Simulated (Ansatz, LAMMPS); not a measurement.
# Amorphous 37Ga2O3-63Al2O3 (mol %) (135 atoms): atom by atom

This is the geometry as built. Method: Kohn-Sham DFT, revPBE, PAW (set soft_2), plane waves (Ansatz 0.2.0); cutoff 420 eV, Γ point, fixed occupations; density 4.44 g/cm³.

Cell vectors (Å):

```
11.052 0.000 0.000
0.000 11.052 0.000
0.000 0.000 11.052
```

Positions in Å, forces in eV/Å, q the intrinsic-atomic-orbital charge in e:

```tsv
atom	x	y	z	q	fx	fy	fz
Ga1	7.588	9.413	5.099	1.06	-0.509	-0.019	-0.386
Ga2	2.714	6.790	4.074	1.04	0.041	0.561	0.041
Ga3	3.279	2.844	4.246	1.04	0.603	-1.195	-0.221
Ga4	6.387	6.504	9.090	1.03	-0.633	0.171	-0.510
Ga5	0.897	4.521	7.611	1.06	0.264	0.019	0.504
Ga6	9.231	4.749	9.293	1.05	0.331	-0.430	-0.260
Ga7	2.699	8.530	1.710	1.03	-0.152	0.199	0.205
Ga8	5.941	9.688	8.191	1.04	0.101	0.218	0.092
Ga9	8.133	5.877	3.491	1.04	0.076	-0.207	0.633
Ga10	4.951	6.313	0.917	1.06	-0.472	0.755	0.207
Ga11	1.951	5.265	1.861	1.05	-0.769	-0.173	-0.276
Ga12	4.216	8.607	5.696	1.00	-0.426	-0.379	0.086
Ga13	4.222	5.826	7.003	1.04	-0.311	-0.613	0.371
Ga14	9.898	1.450	0.032	1.07	-1.519	-0.052	-0.953
Ga15	5.169	9.447	0.186	1.04	0.033	0.371	0.246
Ga16	10.604	7.152	2.255	1.03	0.353	-0.108	0.414
Ga17	9.434	8.002	8.153	1.07	0.272	0.155	-0.522
Ga18	8.014	10.305	10.363	1.04	-0.112	1.043	0.244
Ga19	3.308	4.688	9.783	1.04	0.217	0.153	-0.211
Ga20	3.831	2.585	1.278	1.04	-0.478	-0.004	0.582
Al21	10.648	9.049	0.057	1.29	0.169	-0.386	0.676
Al22	1.668	9.787	5.063	1.32	-0.143	-0.053	0.050
Al23	9.653	4.269	1.497	1.39	-0.117	0.174	0.523
Al24	0.814	6.511	10.127	1.37	0.682	-0.060	0.122
Al25	3.612	7.929	9.447	1.28	0.239	0.793	-0.700
Al26	4.562	3.074	6.707	1.38	0.410	0.182	-0.474
Al27	2.314	10.929	0.084	1.28	0.240	-0.060	-0.394
Al28	8.467	0.077	7.324	1.34	-0.090	0.637	0.460
Al29	0.301	10.439	2.292	1.35	0.892	0.266	0.136
Al30	7.192	6.808	5.969	1.37	0.585	0.294	-0.751
Al31	5.417	7.349	3.359	1.27	-0.732	0.245	0.329
Al32	10.391	10.884	4.913	1.40	0.715	-0.294	0.569
Al33	6.731	2.748	2.451	1.36	-0.489	-0.500	0.175
Al34	7.156	2.246	5.477	1.36	-0.098	-0.362	-0.019
Al35	9.486	2.225	3.385	1.29	0.011	0.285	0.502
Al36	1.741	7.680	7.329	1.29	1.314	0.361	-0.050
Al37	0.846	4.122	4.706	1.39	0.219	-0.714	-0.080
Al38	8.383	6.721	0.070	1.32	0.472	0.267	-0.249
Al39	9.809	2.219	8.111	1.32	-0.908	-0.846	-0.002
Al40	6.230	1.203	10.915	1.35	0.599	0.170	0.120
Al41	10.311	7.695	5.452	1.38	-0.560	0.790	0.432
Al42	5.331	4.527	4.011	1.36	0.082	-0.985	0.521
Al43	1.485	1.699	6.503	1.40	-0.172	-0.148	0.196
Al44	3.133	10.645	8.060	1.35	-0.647	-0.621	0.262
Al45	3.618	10.735	3.167	1.29	0.265	-0.814	0.374
Al46	6.322	4.163	10.788	1.34	-0.392	-0.670	-0.548
Al47	6.802	0.048	2.675	1.36	-0.498	0.008	0.842
Al48	0.908	2.217	2.166	1.36	0.492	0.046	0.770
Al49	2.108	1.953	9.407	1.38	-0.002	-0.920	-0.019
Al50	5.022	0.231	5.637	1.31	0.700	-0.906	-0.662
Al51	0.350	10.395	8.630	1.38	0.199	0.630	-0.881
Al52	7.707	8.644	1.826	1.34	-0.512	0.261	-0.261
Al53	6.917	2.880	8.462	1.41	0.079	-0.556	0.323
Al54	9.178	4.199	5.881	1.37	0.270	-0.392	-0.301
O55	10.186	2.580	1.503	-0.81	0.184	-0.904	0.183
O56	10.978	5.546	8.959	-0.76	-0.631	-0.975	-0.938
O57	6.944	7.568	4.376	-0.82	0.581	0.229	0.060
O58	7.935	5.316	5.433	-0.86	-0.242	-0.031	-0.799
O59	9.070	3.891	7.572	-0.85	-0.274	-0.109	1.477
O60	0.988	0.727	1.301	-0.89	-0.001	-0.627	-0.783
O61	3.411	10.339	5.279	-0.81	0.371	0.261	-0.149
O62	3.781	8.170	7.536	-0.79	-0.626	-0.445	-0.488
O63	4.314	1.811	5.558	-0.87	-0.877	0.237	-0.260
O64	1.149	0.469	9.703	-0.90	0.157	0.073	1.088
O65	4.567	4.386	0.214	-0.72	-0.592	0.072	0.000
O66	4.353	3.620	2.891	-0.78	-0.767	-0.388	-0.431
O67	4.039	8.630	3.414	-0.79	-0.570	0.305	-0.298
O68	6.448	3.123	4.147	-0.91	-0.084	0.603	0.054
O69	10.548	9.038	9.244	-0.82	-0.652	-1.239	0.167
O70	2.174	8.047	5.449	-0.78	-0.311	-0.244	0.229
O71	0.886	0.426	5.535	-0.90	0.047	-0.791	-0.493
O72	1.629	9.814	7.528	-0.88	-0.144	-0.870	-0.690
O73	9.122	5.092	0.094	-0.84	-0.418	0.303	-1.476
O74	8.220	8.526	0.046	-0.83	0.318	0.506	0.197
O75	6.021	9.126	6.179	-0.69	0.466	0.194	0.175
O76	4.336	6.222	9.255	-0.74	0.194	-0.214	-0.325
O77	10.344	0.493	3.340	-0.90	-0.713	0.805	-0.729
O78	6.579	6.106	11.009	-0.74	0.039	-0.204	-0.271
O79	7.806	9.714	3.258	-0.82	0.528	0.251	0.822
O80	6.119	6.439	7.206	-0.77	-1.432	-0.702	1.623
O81	9.005	10.538	5.809	-0.85	-1.288	-0.833	-0.518
O82	11.039	7.549	6.999	-0.86	-0.638	-0.290	1.141
O83	2.960	1.377	3.084	-0.78	-0.354	0.733	-0.360
O84	1.794	10.007	3.214	-0.86	0.480	0.074	0.337
O85	7.973	1.224	10.878	-0.81	1.367	-0.811	-0.001
O86	5.378	10.980	3.717	-0.89	-0.764	0.271	0.444
O87	0.307	2.842	3.713	-0.91	-1.470	-0.891	-0.509
O88	2.583	1.302	7.813	-0.91	0.910	0.020	-0.209
O89	5.992	7.992	1.793	-0.84	0.162	-0.274	-0.818
O90	10.003	2.764	9.734	-0.81	0.296	0.289	1.356
O91	8.046	1.570	8.091	-0.91	0.329	0.606	0.005
O92	5.896	2.528	9.875	-0.92	-0.569	0.672	-0.469
O93	6.023	10.839	9.893	-0.75	-0.324	-1.428	-0.120
O94	2.074	5.720	11.050	-0.79	0.681	-0.671	0.288
O95	2.266	5.849	7.067	-0.73	-0.461	-0.205	-0.134
O96	6.739	10.321	1.116	-0.81	-0.106	-0.856	-0.615
O97	2.028	3.350	1.538	-0.79	1.146	1.106	-0.683
O98	5.592	1.638	1.468	-0.82	-0.963	-0.088	0.397
O99	6.179	5.633	3.075	-0.83	1.422	1.254	-0.674
O100	2.017	5.031	3.917	-0.78	1.307	1.458	-1.112
O101	4.446	4.376	5.478	-0.85	-0.539	0.674	0.839
O102	4.133	3.981	8.047	-0.82	-0.230	1.319	1.136
O103	3.708	10.349	1.326	-0.76	-0.140	-0.259	-0.522
O104	8.596	7.860	6.336	-0.79	0.741	0.566	0.385
O105	4.510	6.820	5.016	-0.73	-0.530	-0.300	0.409
O106	10.341	9.078	1.970	-0.84	-1.070	-1.252	-0.472
O107	7.137	4.458	9.216	-0.83	0.925	1.300	-0.211
O108	10.820	4.787	5.801	-0.87	-0.148	0.931	1.269
O109	3.783	6.304	2.393	-0.73	0.108	-0.723	-0.381
O110	0.247	2.588	7.334	-0.85	0.914	1.351	-0.069
O111	3.861	7.886	0.237	-0.69	0.469	-0.068	0.335
O112	9.865	10.640	11.016	-0.75	-0.353	0.964	-0.147
O113	5.736	8.345	9.505	-0.69	-0.347	-0.122	-0.266
O114	10.158	0.357	7.969	-0.91	-0.491	0.730	-0.609
O115	6.787	0.585	5.826	-0.89	0.471	-0.816	0.258
O116	1.849	3.604	9.244	-0.78	-0.287	1.929	-0.241
O117	1.366	9.390	0.477	-0.83	0.291	0.241	0.138
O118	8.930	2.486	5.261	-0.88	0.355	0.174	-0.337
O119	7.942	9.793	8.329	-0.74	-0.505	-0.796	0.794
O120	1.486	7.328	2.574	-0.67	0.484	-0.434	-0.052
O121	7.116	3.674	1.132	-0.95	1.370	0.902	-0.090
O122	4.708	10.871	7.417	-0.83	1.231	0.331	0.027
O123	11.024	5.227	1.962	-0.81	0.850	1.057	0.191
O124	8.513	6.950	1.916	-0.77	0.223	-0.073	0.168
O125	8.421	6.762	9.117	-0.71	-0.040	-0.407	0.437
O126	1.885	7.503	9.139	-0.91	-0.331	0.290	-0.016
O127	10.960	9.215	4.884	-0.92	0.462	0.451	-0.327
O128	3.173	1.561	10.763	-0.82	0.530	-0.150	0.874
O129	7.854	1.449	2.890	-0.91	0.914	0.036	0.047
O130	10.709	7.277	0.117	-0.87	-1.053	-0.253	0.594
O131	3.399	9.920	9.649	-0.86	-0.018	-0.349	1.124
O132	8.892	4.102	3.106	-0.83	-0.322	0.064	0.017
O133	2.025	3.117	5.668	-0.83	0.681	0.562	-0.788
O134	9.910	6.819	4.086	-0.81	-0.551	-1.026	-2.032
O135	6.319	2.997	6.861	-0.93	0.037	0.338	-0.448
```

The quench rate of 50 K/ps is many orders above laboratory rates, so the cell is likely richer in defects and strain than a real sample. The network of bonds at the start is that of the classical potential that made the cell, and needn't be the one that DFT or experiment would give. Only the Γ point is sampled, in a cell whose shortest periodic width is 11 Å.

The r.m.s. force component is 0.606 eV/Å; the longest force, 2.34 eV/Å, acts on O134.

[Logs are printed without paths, hosts, clocks, repeated set-up lines and the standing remarks that a program may print on its own settings, such as how far it seeks lower states.]

[Hosts, paths, dates, database ids (printed as entryN), source tags and the programs' standing remarks are cut or masked in the printed files.]
